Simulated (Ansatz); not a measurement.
**How many bands does the GW gap of MgO (Periclase) need?**

How do accuracy and time trade against each other in G0W0 on MgO (Periclase)?

Method: G0W0 on PBE, plane waves, PAW, in Ansatz 0.2.0.

The database entry behind the starting cell differs from later determinations by our own check (about 0.1 % long), so it need not match the best structure at ambient conditions.

### Step 1. The starting structure

The structure is cubic, space group Fm-3m (No. 225). Conventional cell: a = 4.217 Å, b = 4.217 Å, c = 4.217 Å, α = 90.00°, β = 90.00°, γ = 90.00°. Nearest to Mg lie 6 O at 2.11 Å. O has 6 Mg at 2.11 Å nearest. Farther neighbours and most contacts between anions are not listed.

Structure file:

```cif
data_structure
_symmetry_space_group_name_H-M 'Fm-3m'
_symmetry_Int_Tables_number 225
_cell_length_a 4.2170
_cell_length_b 4.2170
_cell_length_c 4.2170
_cell_angle_alpha 90.000
_cell_angle_beta 90.000
_cell_angle_gamma 90.000
_cell_volume 74.99
loop_
_atom_site_label
_atom_site_type_symbol
_atom_site_symmetry_multiplicity
_atom_site_Wyckoff_symbol
_atom_site_fract_x
_atom_site_fract_y
_atom_site_fract_z
_atom_site_occupancy
Mg1 Mg 4 a 0.00000 0.00000 0.00000 1
O1 O 4 b 0.50000 0.00000 0.00000 1
```

The cell and positions come from the Crystallography Open Database and are kept as given unless a step says otherwise. The default PAW set here is soft_2. Its files were made with PBE.

### Step 2. 19 empty bands, screening to 60 eV

G0W0 replaces the xc potential by the self-energy, built once from these orbitals. Only a window of levels is corrected, while the sums run over the empty bands that the input names.

input.yaml reads:

```yaml
crystal:
  lattice:
    - [0.0, 2.1085, 2.1085]
    - [2.1085, 0.0, 2.1085]
    - [2.1085, 2.1085, 0.0]
  atoms:
    - { symbol: Mg, position: [0.0, 0.0, 0.0] }
    - { symbol: O, position: [0.5, 0.5, 0.5] }
kpoints:
  mp_grid: { grid: [6, 6, 6] }
hamiltonian:
  xc: pbe
scf:
  occupations: { method: fixed }
gw:
  n_empty_bands: 19
  ecut_chi: 60
  qp_bands: [v2, c2]
  qp_kpoints: band_edges
  screening: { model: contour_deformation }
```

On the command line:

```
> ansatz run input.yaml --threads 3 --pin off --max-ram 92160MiB --backend cuda --events-out ev --progress --plain --runs-dir out --devices 1 --max-vram 13GiB  # rebuilt from the run's record
```

Numbers of over 12 decimals in the logs are rounded to 6 here.

The program printed:

```text
GPUs: using 1 of 1 available (devices: 1).
Engine: ansatz 0.2.0, x86_64-unknown-linux-gnu
Pseudopotentials: kind: paw
Pseudopotential: Mg, paw, valence charge 10, recommended cutoff 420 eV (normal), Mg.paw.azcp
Pseudopotential: O, paw, valence charge 6, recommended cutoff 420 eV (normal), O.paw.azcp
Functional definition: PBE
  parameter kappa = 0.804
  parameter beta = 0.066725
  exchange = pbe_x(kappa = kappa, mu = beta*pi^2/3)
  correlation = pbe_c(beta = beta)
device memory: the entry about to start is reckoned to put 0.4 GiB on a device that reports 53.0 GiB free (of which the cap on the GPU budget leaves the run 13.0 GiB)
GPU FFT provider: cuFFT
GPU libraries: cuBLAS 13.8.2, cuFFT 12.4.0, cuSOLVER 12.3.4
Crystal: 2 atoms, lattice volume = 18.748 Å³
Basis set: ecut = 420 eV, 339 PW (Γ)
Bands: 12, of which v1, the nominal top of the filled ones, is band 8 counted from 1 (7 counted from 0)
Symmetry: 48 space group operations
Space group: Fm-3m (ITA 225), of the structure as read, at distance tolerance 2.7e-5 Å
k-points: 16 of 216
Non-local potential: Mg, projectors of the file, l = 0: 3, l = 1: 2, l = 2: 1
Non-local potential: O, projectors of the file, l = 0: 2, l = 1: 2, l = 2: 1
PAW form: soft (Blöchl's): semilocal exchange-correlation on the pseudo side does not see the compensation charge
PAW one-centre angular grid: Mg, 110 points (default); XC on 64 Gauss nodes
PAW one-centre angular grid: O, 110 points (default); XC on 64 Gauss nodes
Initial density: superposition of atomic densities (neutral atoms: chi_scale 0, normalization atom), corrected by the library's trained network
Initial wavefunctions: pseudopotential atomic-orbital guess
GPU buffer pool allocated for 8000 grid points (all kernels)
GPU transforms: local potential and band sums: pruned to the plane-wave sphere, on 20×20×20
Functional: x = pbe(κ = 0.804, μ = 0.219515), c = pbe(β = 0.066725)
SCF iter   1: F=—  HF=-2494.132036 eV  |F-HF|=—  |Δ(HF+E_count)|=         —  Δρ=5.55e-4  dr2=6.30e-6  ethr=1.77e-3  ⟨swp⟩=4.0  Hψ=1041  notcnv=0  defer=11
preconditioner: auto → none  [insulator: Δε(μ)=4.708 eV  Ē_g=18.509 eV  n_scr=8 (ndim 8)  ℏωp=24.3 eV  f_vac=0.000  ε∞_Penn≈2.7]
SCF iter   2: F=—  HF=-2494.132399 eV  |F-HF|=—  |Δ(HF+E_count)|=   3.63e-4  Δρ=3.36e-4  dr2=5.98e-6  ethr=3.94e-8  ⟨swp⟩=3.2  Hψ=557  notcnv=0  defer=29
SCF iter   3: F=—  HF=-2494.132422 eV  |F-HF|=—  |Δ(HF+E_count)|=   2.30e-5  Δρ=1.84e-4  dr2=1.08e-6  ethr=3.74e-8  ⟨swp⟩=2.8  Hψ=307  notcnv=0  defer=30
SCF iter   4: F=—  HF=-2494.132437 eV  |F-HF|=—  |Δ(HF+E_count)|=   1.46e-5  Δρ=6.08e-5  dr2=3.79e-7  ethr=6.77e-9  ⟨swp⟩=2.0  Hψ=308  notcnv=0  defer=30
iter 5 did not close the SCF: its close was put off for the readings that it lacked (scf_convergence_deferred on its scf_iter line)
SCF iter   5: F=-2494.132437 eV  HF=-2494.132437 eV  |F-HF|=2.71e-8  |Δ(HF+E_count)|=   8.16e-7  Δρ=1.80e-5  dr2=2.50e-8  ethr=2.37e-9  ⟨swp⟩=2.0  Hψ=253  notcnv=0  defer=30
SCF iter   6: F=-2494.132437 eV  HF=-2494.132437 eV  |F-HF|=6.32e-11  |Δ(HF+E_count)|=   1.10e-8  Δρ=1.20e-6  dr2=8.55e-11  ethr=1.56e-10  ⟨swp⟩=3.8  Hψ=832  notcnv=0
SCF 1 converged in 6 iterations: F = -2494.132437 eV  dr2 = 8.55e-11
  greatest PAW one-centre occupation: 1.000 electrons in one spin orbital (limit 2), on the Mg atom at site 0 (counted from 0), in its partial waves of l = 0
device memory: the entry about to start is reckoned to put 0.4 GiB on a device that reports 52.7 GiB free (of which the cap on the GPU budget leaves the run 13.0 GiB)
NSCF: frozen V_eff on 16 k-points, pencils in batches of 32, up to order 48
the band table was solved once the SCF had ended and its energy, with any forces and stress, was formed, with the checks that follow a solve (1085 applications of the Hamiltonian). They found nothing against the state; the energy, forces and stress were not computed again (output.eigenvalues in the input reference)
device memory: the entry about to start is reckoned to put 0.4 GiB on a device that reports 49.9 GiB free (of which the cap on the GPU budget leaves the run 13.0 GiB)
NSCF: frozen V_eff on 16 k-points, pencils in batches of 32, up to order 128
G₀W₀ screening: q 1/16
[... further progress lines ...]
device memory: the entry about to start is reckoned to put 0.2 GiB on a device that reports 46.7 GiB free (of which the cap on the GPU budget leaves the run 13.0 GiB)
NSCF: frozen V_eff on 1 k-points
device memory: the entry about to start is reckoned to put 0.2 GiB on a device that reports 46.7 GiB free (of which the cap on the GPU budget leaves the run 13.0 GiB)
NSCF: frozen V_eff on 1 k-points
SCF converged after 6 iterations
Free energy (F): -2494.132437 eV
Harris-Foulkes:  -2494.132437 eV  (|F-HF|=6.32e-11)
Internal energy: -2494.132437 eV  (E = F + TS)
E sigma→0 (E₀):  -2494.132437 eV
Fermi energy:    8.092087 eV
--- Per-component energies (eV) ---
  E_band       = -293.266913
  E_kinetic    = 255.749590
  E_local      = -1604.637787  (includes V_loc(G=0)·N_el)
  E_nonlocal   = 142.808430
  E_hartree    = 555.156348
  E_xc         = -105.259434
  E_vxc        = -134.889586  (∫ρ·V_xc dr)
  E_paw        = -450.095229  (= ΣΔE_a)
  E_vpaw       = -62.612435  (= ΣTr[D̂ρ^β])
  E_aug_tail   = 0.002520  (compensation charges beyond the density's cutoff)
  E_ewald      = -1287.856876
  E_smearing   = -0.000000  (= −TS)
  E_closure    = -0.000000  (closes the sum)
  Σ components = -2494.132437   (vs F -2494.132437, Δ=0.00e0)
--- Band table (eV; the first three rows and the last of 16) ---
  k-point 0: bands = [... 4 lower, -9.1424, 8.0921, 8.0921, 8.0921, 12.8009, 23.8929, 23.8929, 23.8929]
  k-point 1: bands = [... 4 lower, -8.8526, 6.5895, 7.9194, 7.9194, 14.2224, 21.5566, 24.4591, 24.4591]
  k-point 2: bands = [... 4 lower, -8.2037, 4.4427, 7.5973, 7.5973, 15.7494, 20.3929, 24.6654, 24.6654]
  k-point 15: bands = [... 4 lower, -7.5676, 4.5748, 5.8768, 6.4356, 18.6455, 19.4832, 20.5487, 24.5656]
--- G₀W₀: contour deformation, 6 samples at zero and on the imaginary axis and 4 off it, 216 q-points, 19 empty bands' worth ---
  eigenvalues of the whole cell's RPA ε∞ on this k-mesh (on a slab, of 1 + 4πα/V) = 3.0993, 3.0993, 3.0993; static W/v taken at q = 0 is 0.322658
  bands read: the sum over 27 bands ends inside a degenerate multiplet in 1 slot, whose members it reads at an even weight; the widest, k=9: bands 27 to 28 (counted from 1) at 1/2 each
  gw.qp_kpoints: band_edges: 8 of 16 stored k-points solved, in 1 pass; an edge of the gap read off the rows below is read off those points alone
    valence top: of the k-points left out ik 7 came nearest to being solved in a further pass, in band 8 (counted from 1, as in the quasiparticle table): it holds the edge there only if its correction is more favourable than any solved in that band by at least 0.646 eV; those differ by 0.319 eV
    conduction bottom: of the k-points left out ik 5 came nearest to being solved in a further pass, in band 9 (counted from 1, as in the quasiparticle table): it holds the edge there only if its correction is more favourable than any solved in that band by at least 3.430 eV; those differ by 0.738 eV
    ik  band        ε_KS         Σx   Σc(E_QP)       V_xc       Z   E_QP_lin       E_QP  E_QP is
     0     7      8.0921   -26.4287     4.6540   -20.9096  0.7968     7.2199     7.2269  root
     0     8      8.0921   -26.4287     4.6540   -20.9096  0.7968     7.2199     7.2269  root
     0     9     12.8009   -10.0317    -3.5125   -14.7718  0.8514    14.0377    14.0284  root
     0    10     23.8929    -3.6770    -4.4469    -9.5584  0.8368    25.3519    25.3274  root
     1     7      7.9194   -26.2498     4.6798   -20.6620  0.7960     7.0034     7.0114  root
     1     8      7.9194   -26.2498     4.6798   -20.6620  0.7960     7.0034     7.0114  root
     1     9     14.2224   -10.9048    -3.4468   -15.8041  0.8424    15.6892    15.6748  root
     1    10     21.5566    -4.5360    -4.4317   -10.3646  0.8316    22.9740    22.9535  root
     2     7      7.5973   -25.9436     4.7317   -20.2276  0.7942     6.6033     6.6131  root
     2     8      7.5973   -25.9436     4.7317   -20.2276  0.7942     6.6033     6.6131  root
     2     9     15.7494    -8.6522    -3.8268   -13.8918  0.8442    17.1774    17.1622  root
     2    10     20.3929    -8.2768    -4.4743   -14.6612  0.8148    22.3478    22.3030  root
     3     7      7.4457   -25.8105     4.7565   -20.0366  0.7934     6.4178     6.4284  root
     3     8      7.4457   -25.8105     4.7565   -20.0366  0.7934     6.4178     6.4284  root
     3     9     15.9875    -7.0104    -3.9091   -12.1526  0.8506    17.2317    17.2205  root
     3    10     20.6644   -10.6360    -4.7216   -17.6475  0.7981    23.0290    22.9543  root
     4     7      7.7089   -26.0732     4.6891   -20.4196  0.7953     6.7352     6.7443  root
     4     8      7.7089   -26.0732     4.6891   -20.4196  0.7953     6.7352     6.7443  root
     4     9     14.7021   -11.2526    -3.4598   -16.2701  0.8389    16.2771    16.2598  root
     4    10     20.8091    -3.4907    -4.3010    -9.0048  0.8422    22.0374    22.0222  root
     8     7      7.1657   -25.4050     4.6930   -19.6220  0.7935     6.0632     6.0757  root
     8     8      7.7781   -26.0993     4.7122   -20.4476  0.7950     6.8299     6.8386  root
     8     9     15.7575   -10.8129    -3.6858   -16.1584  0.8350    17.4393    17.4172  root
     8    10     20.3034    -5.3223    -4.2915   -11.0602  0.8339    21.7721    21.7497  root
     9     7      7.0484   -25.6209     4.7694   -19.7303  0.7922     5.9138     5.9272  root
     9     8      7.0484   -25.6209     4.7694   -19.7303  0.7922     5.9138     5.9272  root
     9     9     17.3557   -10.0150    -4.0023   -15.8445  0.8330    19.2136    19.1829  root
     9    10     18.1429    -3.7515    -4.0133    -8.8893  0.8533    19.2772    19.2674  root
    12     7      6.7586   -25.4740     4.8078   -19.4822  0.7908     5.5591     5.5745  root
    12     8      6.7586   -25.4740     4.8078   -19.4822  0.7908     5.5591     5.5745  root
    12     9     17.2342    -3.8722    -3.9053    -8.8663  0.8564    18.3316    18.3231  root
    12    10     18.0452    -7.2596    -4.1231   -12.9721  0.8542    19.6542    19.6346  root
```

The job ended after 9.2 s (1 × NVIDIA H100 80GB HBM3 (shared by 6 runs) with 3 threads of AMD EPYC 7R13 (Zen 3), shared host; peak memory 0.96 GiB; 7.9 s of CPU time).

This step gave:

```
bands summed                                 : 27
RPA ε∞ on this mesh (eigenvalues)            : 3.099, 3.099, 3.099
plane waves in the screening matrix          : 15
q-points in the mesh                         : 216
G0W0 gap on the mesh                         : 6.801 eV
k of the valence top                         : 0, 0, 0
k of the conduction bottom                   : 0, 0, 0
starting gap on the mesh                     : 4.709 eV
Z at the valence top                         : 0.7968
Z at the conduction bottom                   : 0.8514
least direct G0W0 gap on the computed points : 6.801 eV
```

The gap on the mesh goes from 4.71 eV to 6.80 eV, a correction of +2.09 eV. Between the two edge states, bare exchange in place of the xc potential would open the gap by 10.26 eV, and correlation takes back 8.17 eV.

### Step 3. 55 empty bands, screening to 120 eV

Bands and screening cutoff are moved together, since each hides the error of the other.

input.yaml, as its differences from that of step 2:

```diff
@@ -15,4 +15,4 @@
 gw:
-  n_empty_bands: 19
-  ecut_chi: 60
+  n_empty_bands: 55
+  ecut_chi: 120
   qp_bands: [v2, c2]
```

The program printed:

```text
GPUs: using 1 of 1 available (devices: 1).
[...]
GPU FFT provider: cuFFT
GPU libraries: cuBLAS 13.8.2, cuFFT 12.4.0, cuSOLVER 12.3.4
Crystal: 2 atoms, lattice volume = 18.748 Å³
Basis set: ecut = 420 eV, 339 PW (Γ)
Bands: 12, of which v1, the nominal top of the filled ones, is band 8 counted from 1 (7 counted from 0)
Symmetry: 48 space group operations
[...]
k-points: 16 of 216
[...]
GPU buffer pool allocated for 8000 grid points (all kernels)
[...]
SCF iter   1: F=—  HF=-2494.132036 eV  |F-HF|=—  |Δ(HF+E_count)|=         —  Δρ=5.55e-4  dr2=6.30e-6  ethr=1.77e-3  ⟨swp⟩=4.0  Hψ=1041  notcnv=0  defer=11
[...]
SCF iter   6: F=-2494.132437 eV  HF=-2494.132437 eV  |F-HF|=6.32e-11  |Δ(HF+E_count)|=   1.10e-8  Δρ=1.20e-6  dr2=8.55e-11  ethr=1.56e-10  ⟨swp⟩=3.8  Hψ=832  notcnv=0
SCF 1 converged in 6 iterations: F = -2494.132437 eV  dr2 = 8.55e-11
[...]
NSCF: frozen V_eff on 16 k-points, pencils in batches of 32, up to order 48
[...]
NSCF: frozen V_eff on 16 k-points
G₀W₀ screening: q 1/16
[... further progress lines ...]
[...]
SCF converged after 6 iterations
Free energy (F): -2494.132437 eV
[...]
Internal energy: -2494.132437 eV  (E = F + TS)
E sigma→0 (E₀):  -2494.132437 eV
Fermi energy:    8.092087 eV
[...]
--- Band table (eV; the first three rows and the last of 16) ---
  k-point 0: bands = [... 4 lower, -9.1424, 8.0921, 8.0921, 8.0921, 12.8009, 23.8929, 23.8929, 23.8929]
  k-point 1: bands = [... 4 lower, -8.8526, 6.5895, 7.9194, 7.9194, 14.2224, 21.5566, 24.4591, 24.4591]
  k-point 2: bands = [... 4 lower, -8.2037, 4.4427, 7.5973, 7.5973, 15.7494, 20.3929, 24.6654, 24.6654]
  k-point 15: bands = [... 4 lower, -7.5676, 4.5748, 5.8768, 6.4356, 18.6455, 19.4832, 20.5487, 24.5656]
[...]
0     7      8.0921   -26.4287     4.3082   -20.9096  0.7909     6.8676     6.8812  root
     0     8      8.0921   -26.4287     4.3082   -20.9096  0.7909     6.8676     6.8812  root
     0     9     12.8009   -10.0317    -3.6437   -14.7718  0.8470    13.9041    13.8973  root
     0    10     23.8929    -3.6770    -4.8190    -9.5584  0.8354    24.9676    24.9553  root
     1     7      7.9194   -26.2498     4.3413   -20.6620  0.7902     6.6582     6.6729  root
     1     8      7.9194   -26.2498     4.3413   -20.6620  0.7902     6.6582     6.6729  root
     1     9     14.2224   -10.9048    -3.6505   -15.8041  0.8378    15.4809    15.4712  root
     1    10     21.5566    -4.5360    -4.7578   -10.3646  0.8310    22.6394    22.6274  root
[...]
12     7      6.7586   -25.4740     4.5270   -19.4822  0.7862     5.2705     5.2938  root
    12     8      6.7586   -25.4740     4.5270   -19.4822  0.7862     5.2705     5.2938  root
    12     9     17.2342    -3.8722    -4.1717    -8.8663  0.8567    18.0613    18.0567  root
    12    10     18.0452    -7.2596    -4.4345   -12.9721  0.8529    19.3350    19.3232  root
```

Wall time 8.6 s (1 × NVIDIA H100 80GB HBM3 (shared by 6 runs) with 3 threads); peak memory 0.97 GiB; 11 s of CPU time.

Numbers from this step:

- bands summed: 63
- RPA ε∞ on this mesh (eigenvalues): 3.068, 3.068, 3.068
- plane waves in the screening matrix: 59
- q-points in the mesh: 216
- G0W0 gap on the mesh: 7.016 eV
- k of the valence top: 0, 0, 0
- k of the conduction bottom: 0, 0, 0
- starting gap on the mesh: 4.709 eV
- Z at the valence top: 0.7909
- Z at the conduction bottom: 0.8470
- least direct G0W0 gap on the computed points: 7.016 eV

Against the run with 6×6×6 mesh, 19 empty bands, screening to 60 eV, the gap moves by +0.21 eV.

### Step 4. 120 empty bands, screening to 200 eV

input.yaml, as its differences from that of step 3:

```diff
@@ -15,4 +15,4 @@
 gw:
-  n_empty_bands: 55
-  ecut_chi: 120
+  n_empty_bands: 120
+  ecut_chi: 200.0
   qp_bands: [v2, c2]
```

The program printed:

```text
GPUs: using 1 of 1 available (devices: 1).
[...]
GPU FFT provider: cuFFT
GPU libraries: cuBLAS 13.8.2, cuFFT 12.4.0, cuSOLVER 12.3.4
Crystal: 2 atoms, lattice volume = 18.748 Å³
Basis set: ecut = 420 eV, 339 PW (Γ)
Bands: 12, of which v1, the nominal top of the filled ones, is band 8 counted from 1 (7 counted from 0)
Symmetry: 48 space group operations
[...]
k-points: 16 of 216
[...]
1    10     21.5566    -4.5360    -4.8453   -10.3646  0.8313    22.5502    22.5399  root
[...]
12     7      6.7586   -25.4740     4.2979   -19.4822  0.7832     5.0329     5.0646  root
    12     8      6.7586   -25.4740     4.2979   -19.4822  0.7832     5.0329     5.0646  root
    12     9     17.2342    -3.8722    -4.2329    -8.8663  0.8570    17.9993    17.9954  root
    12    10     18.0452    -7.2596    -4.5013   -12.9721  0.8523    19.2668    19.2563  root
[key lines of the parts left out:]
SCF converged after 6 iterations
Free energy (F): -2494.132437 eV
Fermi energy:    8.092087 eV
```

Elapsed: 9.9 s, on 1 × NVIDIA H100 80GB HBM3 (shared by 6 runs) with 3 threads; peak memory 1 GiB.

Numbers from this step:

| Quantity | Value |
| --- | --- |
| bands summed | 128 |
| RPA ε∞ on this mesh (eigenvalues) | 3.058, 3.058, 3.058 |
| plane waves in the screening matrix | 113 |
| G0W0 gap on the mesh | 7.215 eV |
| k of the valence top | 0, 0, 0 |
| k of the conduction bottom | 0, 0, 0 |
| starting gap on the mesh | 4.709 eV |
| least direct G0W0 gap on the computed points | 7.215 eV |

Against the run with 6×6×6 mesh, 55 empty bands, screening to 120 eV, the gap moves by +0.20 eV.

### Step 5. Changing the k mesh: 4×4×4 mesh, 55 empty bands, screening to 120 eV

A second mesh at equal bands and cutoff isolates the sampling error. Bands and cutoff differ from the step before, so it is read against an earlier run that matches them.

input.yaml, the sections that differ from step 4:

```yaml
kpoints:
  mp_grid: { grid: [4, 4, 4] }
gw:
  n_empty_bands: 55
  ecut_chi: 120
  qp_bands: [v2, c2]
  qp_kpoints: band_edges
  screening: { model: contour_deformation }
# crystal, hamiltonian, scf: as in step 4
```

The program printed:

```text
GPUs: using 1 of 1 available (devices: 1).
[...]
GPU FFT provider: cuFFT
GPU libraries: cuBLAS 13.8.2, cuFFT 12.4.0, cuSOLVER 12.3.4
Crystal: 2 atoms, lattice volume = 18.748 Å³
Basis set: ecut = 420 eV, 339 PW (Γ)
Bands: 12, of which v1, the nominal top of the filled ones, is band 8 counted from 1 (7 counted from 0)
Symmetry: 48 space group operations
[...]
k-points: 8 of 64
[...]
1    10     20.6631    -6.0790    -4.7765   -12.0743  0.8223    21.8985    21.8818  root
[...]
6     7      6.7710   -25.5218     4.5920   -19.4784  0.7835     5.2950     5.3196  root
     6     8      6.7710   -25.5218     4.5920   -19.4784  0.7835     5.2950     5.3196  root
     6     9     17.2375    -3.8183    -4.2547    -8.8600  0.8514    18.0295    18.0246  root
     6    10     18.0472    -7.2156    -4.5145   -12.9701  0.8478    19.3002    19.2872  root
[key lines of the parts left out:]
SCF converged after 6 iterations
Free energy (F): -2494.120001 eV
Fermi energy:    8.106371 eV
```

It took 3.3 s on 1 × NVIDIA H100 80GB HBM3 (shared by 6 runs) with 3 threads; peak memory 0.96 GiB.

This step gave:

* bands summed: 63
* RPA ε∞ on this mesh (eigenvalues): 3.256, 3.256, 3.256
* plane waves in the screening matrix: 59
* G0W0 gap on the mesh: 7.001 eV
* k of the valence top: 0, 0, 0
* k of the conduction bottom: 0, 0, 0
* starting gap on the mesh: 4.701 eV
* least direct G0W0 gap on the computed points: 7.001 eV

Against the run with 6×6×6 mesh, 55 empty bands, screening to 120 eV, the gap moves by −0.016 eV.

(Part 1 of 2 ends here.)

[Paths, hosts, dates, memory and timing lines, banners, echoed tables and standing remarks are left out of the program output.]

[Logs are printed without paths, hosts, clocks, repeated set-up lines and the standing remarks that a program may print on its own settings, such as how far it seeks lower states.]

[Runs of the session that timed out or met a known fault of the program may be left out.]

[Cells called generated may have been cut or substituted from an entry of the Crystallography Open Database or the Materials Project.]

[Hosts, paths, dates, database ids (printed as entryN), source tags and the programs' standing remarks are cut or masked in the printed files.]
